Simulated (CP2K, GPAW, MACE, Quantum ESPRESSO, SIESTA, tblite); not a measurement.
# Predicting plane-wave site energies from GPAW dzp, PBE: a vacancy of Ge in amorphous Ge at 5.66 g/cm^3 (72 atoms)

Density of this cell: 5.66 g/cm³. The cell holds 72 atoms: 72 Ge. Its edges and angles: a = 11.536 Å, b = 11.536 Å, c = 11.536 Å, α = 90.0°, β = 90.0°, γ = 90.0°. 72 atoms (72 Ge) placed at random at 5.66 g/cm³, melted at 3500 K for 10 ps at fixed volume with the Tersoff potential (Tersoff, Phys. Rev. B 39, 5566 (1989)). Quenched from 3500 K to 300 K at 20 K/ps and fixed volume, annealed at 800 K for 20 ps, held 5 ps, then minimised at fixed cell. Then the atoms were relaxed with MACE MP-0b3 medium in the fixed cell.

Calculated with Quantum ESPRESSO 7.5: PBE; plane waves, SSSP efficiency, 45/360 Ry; k-points Γ. The cheaper level is PBE; dzp orbitals, PAW, h 0.18 Å; k-points Γ. Each row is one cell with a vacancy of Ge, relaxed with MACE MP-0b3 medium; both levels solve the same cells, and energies are counted from site Ge53 at each level.

| energy from GPAW dzp, PBE (eV) | energy from plane waves (eV) | site |
| --- | --- | --- |
| 0.000 | 0 | Ge53 |
| 0.174 | 0.2050 | Ge13 |
| 0.587 | 0.6585 | Ge8 |
| 0.766 | ? | ? |
| 0.959 | 0.9910 | Ge25 |

Task: Fit a straight line to the rows given and interpolate to the withheld row.

**Working.**

Take u as the energy from GPAW dzp, PBE and v as that from plane waves.

| u (eV) | v (eV) |
| --- | --- |
| 0 | 0 |
| 0.174009 | 0.205028 |
| 0.586859 | 0.658482 |
| 0.958674 | 0.990983 |

With n = 4: mean u = 0.429885, mean v = 0.463623, Σ(u − ū)² = 0.55453, Σ(u − ū)(v − v̄) = 0.57492. Slope b = 0.57492 / 0.55453 = 1.0368; intercept a = v̄ − b ū = 0.017931.

At the withheld site u = 0.7655, and v = a + b u.

Prediction at 0.766: 0.8116 eV. The run gave 0.8565 eV, so the fit is low by 0.045 eV (5.2 % of the value).

The slope of 1.0 says that GPAW dzp, PBE spreads the sites about as widely as plane waves do. Taken as it stands, without the line, its value misses the withheld site by 0.091 eV. Among the rows given, the largest miss of the fit is at 0.587, by 0.032 eV (3.2 % of the range of the table).

Limits: Few sites, one cell. The geometries are those of MACE MP-0b3 medium, not of DFT.

[Hosts, paths, dates, database ids (printed as entryN), source tags and the programs' standing remarks are cut or masked in the printed files.]
